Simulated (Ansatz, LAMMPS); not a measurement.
## A frame of liquid 80SiO2-10Al2O3-5CaO-5Na2O (mol %) from 3000 K (126 atoms): geometry optimisation

How does a frame of liquid 80SiO2-10Al2O3-5CaO-5Na2O (mol %) from 3000 K (126 atoms) relax, and what do bonds, charges and levels look like afterwards?

Program: Ansatz 0.2.0. Level of theory: Kohn-Sham DFT, PBE, PAW (set soft_2), plane waves. Results are calculated unless marked as measured.

## 1. Set-up

The cell holds 126 atoms: 32 Si, 8 Al, 2 Ca, 4 Na and 80 O. Cell: a = 12.120 Å, b = 12.120 Å, c = 12.120 Å, α = 90.0°, β = 90.0°, γ = 90.0°. 126 atoms (32 Si, 8 Al, 2 Ca, 4 Na, 80 O) placed at random at 2.39 g/cm³, melted at 4000 K for 10 ps at fixed volume with the Morse and Coulomb pair potential with partial charges (Pedone, Malavasi, Menziani, Cormack and Segre, J. Phys. Chem. B 110, 11780 (2006)). Snapshot at the end of a hold of 10 ps at 3000 K and fixed volume.

What the set-up can't give: The starting topology of bonds comes from the classical model. Sampling is at Γ alone, for a cell whose shortest periodic width is 12 Å.

## 2. Single point at the start

The forces at the start show how far the geometry lies from a minimum of this functional.

input.yaml

```yaml
crystal:
  lattice:
    - [12.1198, 0.0, 0.0]
    - [0.0, 12.1198, 0.0]
    - [0.0, 0.0, 12.1198]
  atoms:
    - { symbol: Si, position: [0.14215, 0.4136, 0.72206] }
    - { symbol: Si, position: [0.57685, 0.04546, 0.55741] }
    - { symbol: Si, position: [0.1267, 0.29075, 0.30784] }
    - { symbol: Si, position: [0.44857, 0.81033, 0.90629] }
    [... 116 atom lines left out ...]
    - { symbol: O, position: [0.61777, 0.40939, 0.59866] }
    - { symbol: O, position: [0.74967, 0.60807, 0.78578] }
    - { symbol: O, position: [0.13725, 0.5624, 0.68467] }
    - { symbol: O, position: [0.84861, 0.40975, 0.82105] }
    - { symbol: O, position: [0.69871, 0.93987, 0.03894] }
    - { symbol: O, position: [0.47319, 0.14284, 0.25692] }
kpoints:
  mp_grid: { grid: [1, 1, 1] }
hamiltonian:
  xc: pbe
scf:
  occupations: { method: fixed }
output:
  forces: true
  stress: true
  populations: true
  dos:
    method: { smearing: { sigma: 0.15 } }
    de: 0.1
    projected: { site_lists: { Al: [Al], Ca: [Ca], Na: [Na], O: [O], Si: [Si] } }
  eigenvalues: true
```

Launch:

```console
ansatz run input.yaml --threads 4 --pin off --max-ram 8192MiB --backend cpu --events-out ev --progress --plain --runs-dir out
```

Elapsed: 58 s, on 4 threads of Arm Neoverse V2, shared host; peak memory 2.6 GiB.

Numbers from this run:

- free energy: -79700.5901 eV
- free energy per atom: -632.5444 eV/atom
- SCF cycles: 24
- pressure: 2.833 GPa
- r.m.s. force component: 3.127 eV/Å
- longest force: 12.79 eV/Å
- Fermi energy: 4.822 eV
- gap (highest filled to lowest empty level): 0.0698 eV
- spilling of the projection: 0.01228

The r.m.s. force component of 3.1 eV/Å and the pressure of 2.8 GPa set the starting point.

Length of the force by element:

| element | coordination | atoms | mean length of the force (eV/Å) | spread | least | most |
| --- | --- | --- | --- | --- | --- | --- |
| Al | all | 8 | 4.87 | 2.72 | 2.44 | 11.3 |
| Ca | all | 2 | 1.09 | 0.267 | 0.819 | 1.35 |
| Na | all | 4 | 1.29 | 0.778 | 0.554 | 2.58 |
| O | all | 80 | 3.99 | 2.45 | 0.586 | 12.2 |
| Si | all | 32 | 6.58 | 3.05 | 1.17 | 12.8 |

## 3. Relaxation

With the cell held, the atoms are moved downhill towards a nearby minimum.

input.yaml, the sections that differ from step 2:

```yaml
output:
  forces: true
relax:
  f_tol: 0.05
  max_steps: 200
# crystal, kpoints, hamiltonian, scf: as in step 2
```

Run time: 13 min. Hardware: 4 threads; peak memory 2.4 GiB.

Relaxation path (22 of 42):

| step | energy less that of the first step (eV) | largest force component (eV/Å) |
| --- | --- | --- |
| 1 | 0.0000 | 11.1141 |
| 3 | -39.6772 | 2.8588 |
| 5 | -48.6907 | 1.8524 |
| 7 | -52.3993 | 1.0087 |
| 9 | -54.2579 | 0.7855 |
| 11 | -55.5920 | 0.7763 |
| 13 | -56.8910 | 0.9989 |
| 15 | -57.9098 | 0.3747 |
| 17 | -58.3409 | 0.7357 |
| 19 | -58.7507 | 0.2426 |
| 21 | -59.0905 | 0.3389 |
| 22 | -59.2266 | 0.3558 |
| 24 | -59.5112 | 0.3699 |
| 26 | -59.9810 | 0.4696 |
| 28 | -60.1794 | 0.3252 |
| 30 | -60.2894 | 0.1795 |
| 32 | -60.4718 | 0.5730 |
| 34 | -60.9526 | 0.8981 |
| 36 | -61.4926 | 1.6061 |
| 38 | -61.7079 | 0.1820 |
| 40 | -61.7095 | 0.2253 |
| 42 | -61.7620 | 0.0389 |

Relaxation step 40 was tried and not accepted.

The atoms that moved most (Å):

| atom | dx | dy | dz | length |
| --- | --- | --- | --- | --- |
| Na46 | 2.143 | 0.642 | 1.837 | 2.894 |
| Ca41 | -0.876 | -0.047 | 2.482 | 2.632 |
| O122 | 1.538 | -0.702 | -0.430 | 1.744 |
| O91 | 1.048 | 0.842 | -0.467 | 1.423 |
| Ca42 | -0.805 | -0.926 | 0.707 | 1.416 |
| O125 | -1.242 | 0.608 | 0.209 | 1.398 |
| O59 | -0.420 | 0.064 | -1.330 | 1.396 |
| O114 | -0.919 | 0.836 | -0.606 | 1.382 |

The relaxation changed the energy by -490 meV/atom, and atoms moved by 0.78 Å r.m.s., 2.9 Å at most.

## 4. Local order after relaxation

Bonds before and after, by the cutoffs listed below:

| pair | bonds before | bonds after | mean before (Å) | mean after (Å) | spread before (Å) | spread after (Å) |
| --- | --- | --- | --- | --- | --- | --- |
| O-Si | 123 | 128 | 1.653 | 1.639 | 0.128 | 0.025 |
| O-Al | 35 | 33 | 1.888 | 1.799 | 0.197 | 0.076 |
| O-Na | 18 | 18 | 2.558 | 2.504 | 0.281 | 0.187 |

Density 2.39 g/cm³, 14.13 Å³ an atom.

Pair distribution functions g(r), in bins of 0.2 Å:

| r (Å) | total | O-O | O-Si | O-Al | O-Na | O-Ca | Si-Si |
| --- | --- | --- | --- | --- | --- | --- | --- |
| 1.50 | 0.14 | 0.00 | 0.45 | 0.00 | 0.00 | 0.00 | 0.00 |
| 1.70 | 4.66 | 0.00 | 12.74 | 6.89 | 0.00 | 0.00 | 0.00 |
| 1.90 | 0.33 | 0.00 | 0.00 | 4.15 | 0.00 | 0.00 | 0.00 |
| 2.10 | 0.08 | 0.00 | 0.00 | 0.27 | 0.96 | 0.94 | 0.00 |
| 2.30 | 0.12 | 0.00 | 0.00 | 0.00 | 1.60 | 2.53 | 0.00 |
| 2.50 | 0.74 | 1.49 | 0.00 | 0.00 | 2.10 | 2.87 | 0.00 |
| 2.70 | 2.06 | 4.80 | 0.00 | 0.00 | 1.80 | 1.83 | 0.00 |
| 2.90 | 0.75 | 1.17 | 0.10 | 0.27 | 0.00 | 0.50 | 1.94 |
| 3.10 | 0.83 | 0.65 | 0.23 | 0.22 | 0.91 | 0.48 | 3.71 |
| 3.30 | 0.75 | 0.47 | 0.58 | 0.82 | 1.01 | 0.41 | 1.46 |
| 3.50 | 0.81 | 0.59 | 1.06 | 1.52 | 0.18 | 1.07 | 0.00 |
| 3.70 | 0.81 | 0.53 | 1.31 | 0.96 | 0.63 | 0.64 | 0.30 |
| 3.90 | 1.12 | 0.73 | 1.90 | 1.15 | 1.17 | 0.86 | 0.18 |
| 4.10 | 1.27 | 0.86 | 1.98 | 1.78 | 0.67 | 0.25 | 0.73 |
| 4.30 | 1.25 | 0.80 | 1.72 | 1.66 | 1.67 | 1.42 | 0.97 |
| 4.50 | 0.88 | 0.79 | 0.68 | 1.43 | 1.42 | 1.09 | 1.22 |
| 4.70 | 1.00 | 1.26 | 0.54 | 0.65 | 1.79 | 2.42 | 1.12 |
| 4.90 | 1.07 | 1.46 | 0.73 | 0.41 | 1.48 | 0.55 | 1.44 |
| 5.10 | 1.02 | 1.48 | 0.65 | 0.64 | 0.68 | 1.04 | 1.01 |
| 5.30 | 1.06 | 1.25 | 0.83 | 0.83 | 1.18 | 0.80 | 1.39 |
| 5.50 | 0.93 | 0.97 | 0.86 | 0.73 | 0.95 | 0.73 | 1.28 |
| 5.70 | 0.92 | 0.80 | 1.01 | 1.06 | 0.61 | 0.95 | 1.20 |
| 5.90 | 0.99 | 0.83 | 1.23 | 0.80 | 0.95 | 0.77 | 0.92 |

Bonds by pair of elements; cutoffs follow the first minimum of g(r), held within bounds set by covalent radii, and pairs that aren't listed don't count as bonded:

| pair A-B | cutoff (Å) | bonds | mean length (Å) | spread (Å) | shortest (Å) | B about A | A about B |
| --- | --- | --- | --- | --- | --- | --- | --- |
| O-Si | 2.08 | 128 | 1.64 | 0.025 | 1.58 | 1.6 | 4 |
| O-Al | 2.38 | 33 | 1.80 | 0.076 | 1.7 | 0.412 | 4.12 |
| O-Na | 2.93 | 18 | 2.50 | 0.187 | 2.15 | 0.225 | 4.5 |
| O-Ca | 2.88 | 11 | 2.46 | 0.182 | 2.16 | 0.138 | 5.5 |

The cutoff for O-Ca falls short of the minimum of g(r), so counts run low and odd coordinations can be artefacts.

How many atoms have how many bonded neighbours:

| element | mean | 2 | 3 | 4 | 5 | 6 |
| --- | --- | --- | --- | --- | --- | --- |
| Al | 4.12 | 0 | 0 | 7 | 1 | 0 |
| Ca | 5.5 | 0 | 0 | 0 | 1 | 1 |
| Na | 4.5 | 0 | 0 | 2 | 2 | 0 |
| O | 2.38 | 53 | 24 | 3 | 0 | 0 |
| Si | 4 | 0 | 0 | 32 | 0 | 0 |

Bond angles, per cent of each kind in bins of 5°:

| angle (°) | O-Si-O | O-Al-O | Si-O-Si | Al-O-Si | O-Na-O |
| --- | --- | --- | --- | --- | --- |
| 55–60 | 0.0 | 0.0 | 0.0 | 0.0 | 6.2 |
| 60–65 | 0.0 | 0.0 | 0.0 | 0.0 | 9.4 |
| 65–70 | 0.0 | 0.0 | 0.0 | 0.0 | 6.2 |
| 70–75 | 0.0 | 0.0 | 0.0 | 0.0 | 9.4 |
| 75–80 | 0.0 | 1.9 | 0.0 | 0.0 | 3.1 |
| 80–85 | 0.0 | 3.9 | 0.0 | 0.0 | 6.2 |
| 85–90 | 0.0 | 5.8 | 0.0 | 0.0 | 3.1 |
| 90–95 | 0.5 | 7.7 | 0.0 | 0.0 | 6.2 |
| 95–100 | 2.6 | 9.6 | 0.0 | 0.0 | 0.0 |
| 100–105 | 17.2 | 11.5 | 0.0 | 0.0 | 6.2 |
| 105–110 | 33.9 | 17.3 | 0.0 | 0.0 | 0.0 |
| 110–115 | 32.8 | 15.4 | 0.0 | 3.1 | 6.2 |
| 115–120 | 11.5 | 7.7 | 4.1 | 3.1 | 9.4 |
| 120–125 | 0.5 | 9.6 | 4.1 | 12.5 | 6.2 |
| 125–130 | 0.5 | 3.9 | 10.2 | 9.4 | 6.2 |
| 130–135 | 0.5 | 0.0 | 12.2 | 21.9 | 0.0 |
| 135–140 | 0.0 | 0.0 | 12.2 | 18.8 | 3.1 |
| 140–145 | 0.0 | 3.9 | 12.2 | 6.2 | 3.1 |
| 145–150 | 0.0 | 0.0 | 8.2 | 9.4 | 6.2 |
| 150–155 | 0.0 | 0.0 | 16.3 | 0.0 | 0.0 |
| 155–160 | 0.0 | 0.0 | 12.2 | 9.4 | 0.0 |
| 160–165 | 0.0 | 0.0 | 6.1 | 3.1 | 3.1 |
| 165–170 | 0.0 | 0.0 | 2.0 | 0.0 | 0.0 |
| 170–175 | 0.0 | 1.9 | 0.0 | 3.1 | 0.0 |

Bond angles (no mean is given where the spread exceeds 20°):

| angle | count | mean (°) | spread (°) |
| --- | --- | --- | --- |
| O-Si-O | 192 | 109 | 5.3 |
| O-Al-O | 52 | 108 | 16.3 |
| Si-O-Si | 49 | 143 | 12.7 |
| Al-O-Si | 32 | 137 | 13.2 |
| O-Na-O | 32 | - | - |

Oxygen atoms by the number of network formers (Si, P, Ge, B, Al, As, Ga) bound to them:

| network formers bound to O | O atoms | per cent |
| --- | --- | --- |
| 0 | 0 | 0 |
| 1 | 2 | 2.5 |
| 2 | 75 | 93.8 |
| 3 | 3 | 3.8 |

Network units: each former by its oxygen neighbours and how many of them bridge to another former:

| former | O neighbours | bridging O | atoms |
| --- | --- | --- | --- |
| Si | 4 | 3 | 1 |
| Si | 4 | 4 | 31 |
| Al | 4 | 3 | 1 |
| Al | 4 | 4 | 6 |
| Al | 5 | 5 | 1 |

Bond length by coordination (bonds to H left out):

| element | coordination | atoms | mean bond length (Å) |
| --- | --- | --- | --- |
| Al | 4 | 7 | 1.78 |
| Al | 5 | 1 | 1.89 |
| Ca | 5 | 1 | 2.43 |
| Ca | 6 | 1 | 2.48 |
| Na | 4 | 2 | 2.44 |
| Na | 5 | 2 | 2.56 |
| O | 2 | 53 | 1.65 |
| O | 3 | 24 | 1.96 |
| O | 4 | 3 | 2.11 |

Rings of the network by King's shortest-path rule, up to 12 atoms, one path for each pair of neighbours; H, halogens, alkali and alkaline-earth atoms are left out, and the last column divides by all other atoms, bonded or not:

| ring size (atoms) | rings | per network atom |
| --- | --- | --- |
| 4 | 1 | 0.008 |
| 6 | 2 | 0.017 |
| 8 | 7 | 0.058 |
| 10 | 19 | 0.158 |
| 12 | 26 | 0.217 |

The O-Si-O angle averages 109° with a spread of 5°. 94 % of the oxygens bridge two formers (Si and Al) and 2 % are non-bridging; 4 % join three. The commonest Si unit has 4 oxygens, 4 of them shared with other formers (31 of 32 atoms). Rings of 12 atoms are the most common (47 % of those counted); sizes run from 4 to 12, where the search stops.

## 5. Single point at the relaxed geometry

One more single point at the end of the walk gives the fuller output and checks the residual forces.

input.yaml

```yaml
crystal:
  lattice:
    - [12.1198, 0.0, 0.0]
    - [0.0, 12.1198, 0.0]
    - [0.0, 0.0, 12.1198]
  atoms:
    - { symbol: Si, position: [0.17685, 0.45162, 0.66224] }
    - { symbol: Si, position: [0.57191, 0.04038, 0.59413] }
    - { symbol: Si, position: [0.11966, 0.2804, 0.30704] }
    - { symbol: Si, position: [0.45893, 0.79158, 0.89795] }
    [... 116 atom lines left out ...]
    - { symbol: O, position: [0.68037, 0.37484, 0.61795] }
    - { symbol: O, position: [0.87655, 0.55011, 0.75031] }
    - { symbol: O, position: [0.16508, 0.58691, 0.65765] }
    - { symbol: O, position: [0.81718, 0.37571, 0.83818] }
    - { symbol: O, position: [0.59625, 0.99, 0.05617] }
    - { symbol: O, position: [0.43029, 0.13309, 0.32321] }
kpoints:
  mp_grid: { grid: [1, 1, 1] }
hamiltonian:
  xc: pbe
scf:
  occupations: { method: fixed }
output:
  forces: true
  stress: true
  populations: true
  dos:
    method: { smearing: { sigma: 0.15 } }
    de: 0.1
    projected: { site_lists: { Al: [Al], Ca: [Ca], Na: [Na], O: [O], Si: [Si] } }
  eigenvalues: true
  write_density: true
  write_potential: true
  volumetric_format: npy
  elf: true
```

The job ended after 43 s (4 threads; peak memory 2.6 GiB; 2.8 min of CPU time).

The program notes that the exchange-correlation potential is rough where the density is thin.

Read from the output:

```
free energy                                      : -79762.3522 eV
free energy per atom                             : -633.0345 eV/atom
SCF cycles                                       : 9
pressure                                         : -0.5172 GPa
r.m.s. force component                           : 0.00852 eV/Å
longest force                                    : 0.04573 eV/Å
Fermi energy                                     : 3.505 eV
gap (highest filled to lowest empty level) : 3.014 eV
spilling of the projection                       : 0.01228
```

Löwdin charges by element (they lack the spilled electrons, 0.067 e an atom on average):

| element | coordination | atoms | mean charge (e) | spread | least | most |
| --- | --- | --- | --- | --- | --- | --- |
| Al | all | 8 | 1.34 | 0.0566 | 1.23 | 1.40 |
| Ca | all | 2 | 1.83 | 0.0154 | 1.82 | 1.85 |
| Na | all | 4 | 0.844 | 0.0134 | 0.829 | 0.858 |
| O | all | 80 | -0.816 | 0.0495 | -1.09 | -0.765 |
| Si | all | 32 | 1.75 | 0.0321 | 1.63 | 1.79 |

Density of states as counts of states in windows of 1 eV (from the Fermi level), total and the larger projections:

| from (eV) | to (eV) | total | O p | Si p | O s |
| --- | --- | --- | --- | --- | --- |
| -18 | -17 | 25.3 | 0.3 | 2.8 | 19.8 |
| -17 | -16 | 2.2 | 0.0 | 0.3 | 1.7 |
| -16 | -15 | 0.2 | 0.0 | 0.0 | 0.1 |
| -15 | -14 | 1.9 | 0.0 | 0.0 | 1.5 |
| -14 | -11 | 0.0 | 0.0 | 0.0 | 0.0 |
| -11 | -10 | 9.0 | 6.0 | 0.3 | 0.4 |
| -10 | -9 | 17.2 | 11.5 | 1.0 | 0.8 |
| -9 | -8 | 19.7 | 13.8 | 1.8 | 0.9 |
| -8 | -7 | 29.6 | 22.0 | 4.4 | 0.6 |
| -7 | -6 | 45.0 | 34.7 | 7.1 | 0.6 |
| -6 | -5 | 43.9 | 34.9 | 4.7 | 1.4 |
| -5 | -4 | 64.6 | 55.0 | 4.5 | 2.3 |
| -4 | -3 | 87.7 | 80.3 | 3.0 | 1.4 |
| -3 | -2 | 95.4 | 90.0 | 1.9 | 1.0 |
| -2 | -1 | 54.7 | 52.4 | 0.6 | 0.4 |
| -1 | 0 | 11.0 | 10.4 | 0.1 | 0.0 |
| 0 | 1 | 2.0 | 1.9 | 0.0 | 0.0 |
| 1 | 2 | 0.0 | 0.0 | 0.0 | 0.0 |
| 2 | 3 | 0.6 | 0.0 | 0.0 | 0.1 |
| 3 | 4 | 1.5 | 0.1 | 0.0 | 0.3 |
| 4 | 5 | 14.9 | 1.2 | 1.4 | 1.7 |

With fixed occupations the program's Fermi level is the highest filled level; weight inside the gap is the broadening of levels at its edges.

Between -26 and -18 eV lie 167 more states.

The levels nearest the highest filled one (over half full), pooled over k-points and spins:

| level less the highest filled one (eV) | occupation |
| --- | --- |
| -0.967 | 2 |
| -0.900 | 2 |
| -0.863 | 2 |
| -0.499 | 2 |
| -0.0671 | 2 |
| 0 | 2 |
| 3.01 | 0 |
| 4.12 | 0 |
| 4.27 | 0 |
| 4.47 | 0 |
| 4.58 | 0 |
| 4.62 | 0 |

Mean Löwdin charges: Al +1.34, Ca +1.83, Na +0.84, O -0.82, Si +1.75 e (they miss 1.2 % of the electrons, so they add up to more than the cell's charge).

## 6. Results

```json
{"energy change in the relaxation": "-490.2 meV/atom", "r.m.s. displacement": "0.784 Å", "largest displacement": "2.894 Å", "free energy per atom": "-633.0345 eV/atom", "pressure": "-0.5172 GPa", "r.m.s. force component": "0.00852 eV/Å", "gap (highest filled to lowest empty level)": "3.014 eV", "wall time of the 3 DFT runs": "15 min"}
```

**Reading.** Relaxation lowers the energy by 490 meV/atom and moves atoms by 0.78 Å r.m.s.; the r.m.s. force component goes from 3.1 to 0.0085 eV/Å, the pressure goes from 2.8 to -0.52 GPa. From the first step to the last the energy fell by 61.762 eV, and the largest move was 2.89 Å (Na46). The O-Al bonds change most in mean length: from 1.888 Å (spread 0.197) to 1.799 Å (spread 0.076), and their number from 35 to 33. 94 % of the oxygens bridge two formers (Si and Al) and 2 % are non-bridging; 4 % join three. Between filled and empty levels lie 3.01 eV (at Γ alone); a semilocal functional tends to put such gaps too low. In a disordered cell it changes from sample to sample and from frame to frame.

What to keep in mind: The starting topology of bonds comes from the classical model; in DFT atoms moved by 0.78 Å r.m.s.

[Logs are printed without paths, hosts, clocks, repeated set-up lines and the standing remarks that a program may print on its own settings, such as how far it seeks lower states.]

[Hosts, paths, dates, database ids (printed as entryN), source tags and the programs' standing remarks are cut or masked in the printed files.]
